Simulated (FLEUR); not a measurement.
## Fe2O3 (Hematite): which magnetic order is lowest

Aim: find out whether Fe2O3 (Hematite) carries moments, and which collinear order costs least.

Main program and level: FLEUR MaX-R8.1; PBE with U = 4.5 eV on Fe d; all-electron FLAPW, Dirac cores, scalar-relativistic bands.

## Step 1: The starting structure

It takes space group R-3c (No. 167, trigonal). Conventional cell: a = 5.038 Å, b = 5.038 Å, c = 13.772 Å, α = 90.00°, β = 90.00°, γ = 120.00°. Fe has 6 O at 1.95 to 2.12 Å nearest. Nearest to O lie 4 Fe at 1.95 to 2.12 Å. Farther neighbours and most contacts between anions are not listed.

Structure file:

```xyz
10
Lattice="2.5190 1.4543 4.5907 -2.5190 1.4543 4.5907 0.0000 -2.9087 4.5907" Properties=species:S:1:pos:R:3 pbc="T T T"
Fe    0.0000    0.0000    4.8932
Fe    0.0000    0.0000    1.9928
Fe    0.0000    0.0000    8.8788
Fe    0.0000    0.0000   11.7792
O    -0.9779    1.4543    8.0337
O    -0.7706   -1.5740    8.0337
O     1.7484    0.1197    8.0337
O     0.9779   -1.4543    5.7383
O     0.7706    1.5740    5.7383
O    -1.7484   -0.1197    5.7383
```

## Step 2: Run 1 (ferro ++++)

The parallel start is the test of whether parallel moments hold. The U counters the self-interaction that shrinks the moments of a localised shell.

inpgen writes inp.xml from crystal.txt; cutoffs, mixing, functional, smearing and local orbitals are then set in the file. The k list default-1 (kpts.xml, not shown) is a Γ-centred 6×6×6 mesh; where the ranks do not divide the number of points, some are split in two of half the weight.

Contents of inp.xml:

```
<?xml version="1.0" encoding="UTF-8" standalone="no"?>
<fleurInput fleurInputVersion="0.39">
   <comment>
      Fe2O3
   </comment>
   <calculationSetup>
      <cutoffs Kmax="4.4" Gmax="13.2" GmaxXC="13.2" numbands="0"/>
      <scfLoop itmax="120" minDistance="0.0001" maxIterBroyd="15" imix="Anderson" alpha="0.05" precondParam="0.0" spinf="2.0" sdNocoIR="T"/>
      <coreElectrons ctail="T" frcor="F" kcrel="0" coretail_lmax="0"/>
      <xcFunctional name="pbe" relativisticCorrections="F"/>
      <magnetism jspins="2"/>
      <soc l_soc="F" theta="0.0" phi="0.0" spav="F"/>
      <expertModes spex="0" secvar="F"/>
      <geometryOptimization l_f="F" forcealpha="1.0" forcemix="BFGS" epsdisp="0.00001" epsforce="0.00001"/>
      <ldaU l_linMix="F" mixParam="0.05" spinf="1.0"/>
   </calculationSetup>
   <cell>
      <bzIntegration valenceElectrons="100.0" mode="hist" fermiSmearingEnergy="0.00183747">
         <kPointListSelection listName="default-1"/>
         <xi:include xmlns:xi="http://www.w3.org/2001/XInclude" href="kpts.xml"> </xi:include>
      </bzIntegration>
      <xi:include xmlns:xi="http://www.w3.org/2001/XInclude" href="sym.xml"> </xi:include>
      <bulkLattice scale="1.0">
         <bravaisMatrix>
            <row-1>    4.7602201078862976     2.7483143606816314     8.6751027293933891</row-1>
            <row-2>   -4.7602201078862976     2.7483143606816314     8.6751027293933891</row-2>
            <row-3>    0.0000000000000000    -5.4966287213821596     8.6751027293933891</row-3>
         </bravaisMatrix>
      </bulkLattice>
   </cell>
   <atomSpecies>
      <species name="Iron (Fe) 4.000" element="Fe" atomicNumber="26">
         <mtSphere radius="2.29" gridPoints="757" logIncrement="0.016"/>
         <atomicCutoffs lmax="8" lnonsphr="6"/>
         <electronConfig flipSpins="F">
            <coreConfig>(1s1/2) (2s1/2) (2p1/2) (2p3/2)</coreConfig>
            <valenceConfig>(3s1/2) (3p1/2) (3p3/2) (4s1/2) (3d3/2) (3d5/2)</valenceConfig>
            <stateOccupation state="(3d3/2)" spinUp="2.0" spinDown="0.4"/>
            <stateOccupation state="(3d5/2)" spinUp="3.0" spinDown="0.6"/>
         </electronConfig>
         <energyParameters s="4" p="4" d="3" f="4"/>
         <ldaU l="2" U="4.5" J="0.0" l_amf="F"/>
         <lo type="SCLO" l="0" n="3" eDeriv="0"/>
         <lo type="SCLO" l="1" n="3" eDeriv="0"/>
      </species>
      <species name="Oxygen (O)" element="O" atomicNumber="8">
         <mtSphere radius="1.29" gridPoints="427" logIncrement="0.024"/>
         <atomicCutoffs lmax="6" lnonsphr="4"/>
         <electronConfig flipSpins="F">
            <coreConfig>(1s1/2)</coreConfig>
            <valenceConfig>(2s1/2) (2p1/2) (2p3/2)</valenceConfig>
            <stateOccupation state="(2p1/2)" spinUp="0.666667" spinDown="0.666667"/>
            <stateOccupation state="(2p3/2)" spinUp="1.333333" spinDown="1.333333"/>
         </electronConfig>
         <energyParameters s="2" p="2" d="3" f="4"/>
      </species>
   </atomSpecies>
   <atomGroups>
      <atomGroup species="Iron (Fe) 4.000">
         <relPos label="                   1">.3553000000 .3553000000 .3553000000</relPos>
         <relPos label="                   2">.1447000000 .1447000000 .1447000000</relPos>
         <relPos label="                   3">-.3553000000 -.3553000000 -.3553000000</relPos>
         <relPos label="                   4">-.1447000000 -.1447000000 -.1447000000</relPos>
         <force calculate="T" relaxXYZ="TTT"/>
      </atomGroup>
      <atomGroup species="Oxygen (O)">
         <relPos label="                   5">-.4441000000 -.0559000000 1.000/4.000</relPos>
         <relPos label="                   6">1.000/4.000 -.4441000000 -.0559000000</relPos>
         <relPos label="                   7">-.0559000000 1.000/4.000 -.4441000000</relPos>
         <relPos label="                   8">.4441000000 .0559000000 -1.000/4.000</relPos>
         <relPos label="                   9">-1.000/4.000 .4441000000 .0559000000</relPos>
         <relPos label="                  10">.0559000000 -1.000/4.000 .4441000000</relPos>
         <force calculate="T" relaxXYZ="TTT"/>
      </atomGroup>
   </atomGroups>
   <output dos="F" band="F" slice="F">
      <bandDOS minEnergy="-.5*Htr" maxEnergy="0.5*Htr" sigma="0.015" storeEVData="T"/>
      <plotting iplot="0" polar="F">
         <plot TwoD="T" vec1="  1.0  0.0  0.0" vec2="  0.0  1.0  0.0" vec3="  0.0  0.0  1.0" zero="  0.0  0.0  0.0" file="plot"/>
      </plotting>
      <moessbauerParams electricFieldGradient="F" isomerShift="F" coreHyperfine="F" valenceHyperfine="F"/>
   </output>
</fleurInput>
```

Contents of crystal.txt:

```
Fe2O3
&input film=F cartesian=F /
2.51900000001  1.45434532809  4.59066666670
-2.51900000001  1.45434532809  4.59066666670
0.00000000000  -2.90869065619  4.59066666670
1.8897261246
1.0 1.0 1.0

10
26 0.35530000000  0.35530000000  0.35530000000 : 4.000
26 0.14470000000  0.14470000000  0.14470000000 : 4.000
26 0.64470000000  0.64470000000  0.64470000000 : 4.000
26 0.85530000000  0.85530000000  0.85530000000 : 4.000
8 0.55590000000  0.94410000000  0.25000000000
8 0.25000000000  0.55590000000  0.94410000000
8 0.94410000000  0.25000000000  0.55590000000
8 0.44410000000  0.05590000000  0.75000000000
8 0.75000000000  0.44410000000  0.05590000000
8 0.05590000000  0.75000000000  0.44410000000

&kpt div1=6 div2=6 div3=6 gamma=T /
```

Run with:

```sh
$ OMP_NUM_THREADS=1 inpgen -f crystal.txt > inpgen.log  # inp.xml is then edited as shown
$ OMP_NUM_THREADS=1 mpirun -n 4 fleur_MPI > fleur.log
```

What it wrote:

```text
Welcome to FLEUR        (www.flapw.de)
      MaX-Release 8.1          (www.max-centre.eu)

 ========== k-point set info ==========
 Selected k-point list: default-1
 k-point list type: mesh
 6 x 6 x 6
 Number of k points: 32

 ------------Calculation Setup---------------------------
 Number of MPI-tasks      :            4
 Number of PE/node        :            4
 Number of OMP-threads    :            1
 k-points in parallel     :            4
 pe's per k-point         :            1
 No of k-point loops      :            8
 Eigenvalue solver        :       lapack
 Number of basis functions:         1056
 Approximate size of matrices (H+S) per k-point:         0.017 GB
 --------------------------------------------------------
 no density matrix found ... skipping LDA+U
 Reset of history
 Iteration:     1   Distance:      32.28449714 me/bohr^3
 Iteration:     2   Distance:      28.29547704 me/bohr^3
 Iteration:     3   Distance:      23.85240207 me/bohr^3
 Iteration:     4   Distance:      16.08292921 me/bohr^3
 Iteration:     5   Distance:      16.63909026 me/bohr^3
 Iteration:     6   Distance:       3.68408648 me/bohr^3
 Iteration:     7   Distance:       3.12410569 me/bohr^3
 Iteration:     8   Distance:       2.00294423 me/bohr^3
 Iteration:     9   Distance:       0.48221907 me/bohr^3
 Iteration:    10   Distance:       0.29700291 me/bohr^3
 Iteration:    11   Distance:       0.08795496 me/bohr^3
 Iteration:    12   Distance:       0.06006243 me/bohr^3
 Iteration:    13   Distance:       0.01721772 me/bohr^3
 Iteration:    14   Distance:       0.00940412 me/bohr^3
 Iteration:    15   Distance:       0.00187351 me/bohr^3
 Iteration:    16   Distance:       0.00026824 me/bohr^3
 Iteration:    17   Distance:       0.00025479 me/bohr^3
 Iteration:    18   Distance:       0.00016294 me/bohr^3
 Iteration:    19   Distance:       0.00006227 me/bohr^3

 ********************************************************************
 Run finished successfully
 Stop message:
   all done
 ********************************************************************

--- out.xml (last complete iteration) ---
<iteration numberForCurrentRun="   19" overallNumber="   19">
         [... left out ...]
         <bandgap value="1.1801450524" units="eV"/>
         <sumValenceSingleParticleEnergies value="-65.7402067820" units="Htr"/>
         <FermiEnergy value="0.2598106383" units="Htr"/>
         <valenceDensity>
            <mtCharges spin="1">
               <mtCharge atomType="1" total="9.4012427" s="1.1737271" p="3.2229029" d="4.9391792" f="0.0467699"/>
               <mtCharge atomType="2" total="2.2012192" s="0.6461335" p="1.5522736" d="0.0024401" f="0.0003110"/>
            </mtCharges>
            <mtCharges spin="2">
               <mtCharge atomType="1" total="5.0828206" s="1.1456348" p="3.1866766" d="0.6932248" f="0.0411905"/>
               <mtCharge atomType="2" total="1.8868298" s="0.6217140" p="1.2640663" d="0.0009202" f="0.0001057"/>
            </mtCharges>
            <spinDependentCharge spin="1" total="60.0000000" interstitial="9.1877141" mtSpheres="50.8122859"/>
            <spinDependentCharge spin="2" total="40.0000000" interstitial="8.3477387" mtSpheres="31.6522613"/>
            <totalCharge value="100.0000000000"/>
         </valenceDensity>
         [... left out ...]
         <allElectronCharges>
            <spinDependentCharge spin="1" total="86.0000000" interstitial="9.1877264" mtSpheres="76.8122736"/>
            <spinDependentCharge spin="2" total="66.0000000" interstitial="8.3477509" mtSpheres="57.6522491"/>
            <totalCharge value="151.9999999949"/>
         </allElectronCharges>
         <magneticMomentsInMTSpheres units="muBohr">
            <globalMagMoment atomType="1" vec="0.00000   0.00000   4.31842"/>
            <localMagMoment atomType="1" vec="0.00000   0.00000   4.31842"/>
            <globalMagMoment atomType="2" vec="0.00000   0.00000   0.31439"/>
            <localMagMoment atomType="2" vec="0.00000   0.00000   0.31439"/>
         </magneticMomentsInMTSpheres>
         <moessbauerParams unitsHFF="kG" unitsIS="e/bohr^3" unitsEFG="Htr/bohr^2">
         </moessbauerParams>
         <totalEnergy value="    -5542.3291242518" units="Htr">
            <sumOfEigenvalues value="    -3181.8999910807">
               <coreElectrons value="-3116.1597842988"/>
               <valenceElectrons value="-65.7402067820"/>
            </sumOfEigenvalues>
            <densityCoulombPotentialIntegral value="-8435.3204796398"/>
            <densityEffectivePotentialIntegral value="-8791.9431381520"/>
            <chargeDenXCDenIntegral value="-275.1843697252"/>
            <FockExchangeEnergyValence value="0.0000000000"/>
            <FockExchangeEnergyCore value="0.0000000000"/>
            <atomTypeDependentContributions atomType="1">
               <electronNucleiInteractionDifferentMTs value="6067.4855422315"/>
               <MadelungTerm value="-46.0903395695"/>
            </atomTypeDependentContributions>
            <atomTypeDependentContributions atomType="2">
               <electronNucleiInteractionDifferentMTs value="510.6418128572"/>
               <MadelungTerm value="-36.9689298680"/>
            </atomTypeDependentContributions>
            <dftUCorrection value="-1.6589627482"/>
            <tkbTimesEntropy value="0.0000000000"/>
            <freeEnergy value="-5542.3291242518"/>
            <extrapolationTo0K value="-5542.3291242518"/>
         </totalEnergy>
         <ldaUDensityMatrix>
            <densityMatrixFor spin="1" atomType="1" uIndex="1" l="2" U="4.50000000" J="0.00000000">
               (+0.98719,+0.00000) (+0.00000,+0.00000) (+0.00000,+0.00000) (+0.01862,+0.00272) (+0.00000,+0.00000)
               (+0.00000,+0.00000) (+0.99586,+0.00000) (+0.00000,+0.00000) (+0.00000,+0.00000) (-0.01862,-0.00272)
               (+0.00000,+0.00000) (+0.00000,+0.00000) (+0.97308,+0.00000) (+0.00000,+0.00000) (+0.00000,+0.00000)
               (+0.01862,-0.00272) (+0.00000,+0.00000) (+0.00000,+0.00000) (+0.99586,+0.00000) (+0.00000,+0.00000)
               (+0.00000,+0.00000) (-0.01862,+0.00272) (+0.00000,+0.00000) (+0.00000,+0.00000) (+0.98719,+0.00000)
            </densityMatrixFor>
            <densityMatrixFor spin="2" atomType="1" uIndex="1" l="2" U="4.50000000" J="0.00000000">
               (+0.12998,+0.00000) (+0.00000,+0.00000) (+0.00000,+0.00000) (+0.08664,+0.01759) (+0.00000,+0.00000)
               (+0.00000,+0.00000) (+0.17946,+0.00000) (+0.00000,+0.00000) (+0.00000,+0.00000) (-0.08664,-0.01759)
               (+0.00000,+0.00000) (+0.00000,+0.00000) (+0.07435,+0.00000) (+0.00000,+0.00000) (+0.00000,+0.00000)
               (+0.08664,-0.01759) (+0.00000,+0.00000) (+0.00000,+0.00000) (+0.17946,+0.00000) (+0.00000,+0.00000)
               (+0.00000,+0.00000) (-0.08664,+0.01759) (+0.00000,+0.00000) (+0.00000,+0.00000) (+0.12998,+0.00000)
            </densityMatrixFor>
         </ldaUDensityMatrix>
         <ldaUDensityMatrixConvergence>
            <distance spin="1" distance="0.000000"/>
            <distance spin="2" distance="0.000001"/>
         </ldaUDensityMatrixConvergence>
         <densityConvergence units="me/bohr^3">
            <chargeDensity spin="1" distance="0.0000434105"/>
            <chargeDensity spin="2" distance="0.0000266164"/>
            <overallChargeDensity distance="0.0000622686"/>
            <spinDensity distance="0.0000361724"/>
         </densityConvergence>
      </iteration>
```

It took 2.3 min on 4 MPI ranks of Arm Neoverse V2, shared host; peak memory 0.43 GiB.

Spin moment in the muffin-tin sphere by atom:

```csv
atom,spin moment in the muffin-tin sphere (μB)
Fe1,4.32
Fe2,4.32
Fe3,4.32
Fe4,4.32
O5,0.31
O6,0.31
O7,0.31
O8,0.31
O9,0.31
O10,0.31
```

Read from the output:

```yaml
free_energy: -150814.4585 eV
program_s_band_gap_on_this_mesh_in_a_metal_only_a_level_spacing: 1.180 eV
magnetization: 20 μB
final_state: ferromagnetic
```

After 19 cycles the largest moment stands at 4.32 μB.

(Part 1 of 3 ends here.)

[Logs and program files are shortened in this print: banners, set-up blocks, solver, clock and traceback lines can be left out without a mark of their own.]

[Logs are printed without paths, hosts, clocks, repeated set-up lines and the standing remarks that a program may print on its own settings, such as how far it seeks lower states.]

[Hosts, paths, dates, database ids (printed as entryN), source tags and the programs' standing remarks are cut or masked in the printed files.]

[Where a cell is said to come from a database of computed structures, the database is the Materials Project.]
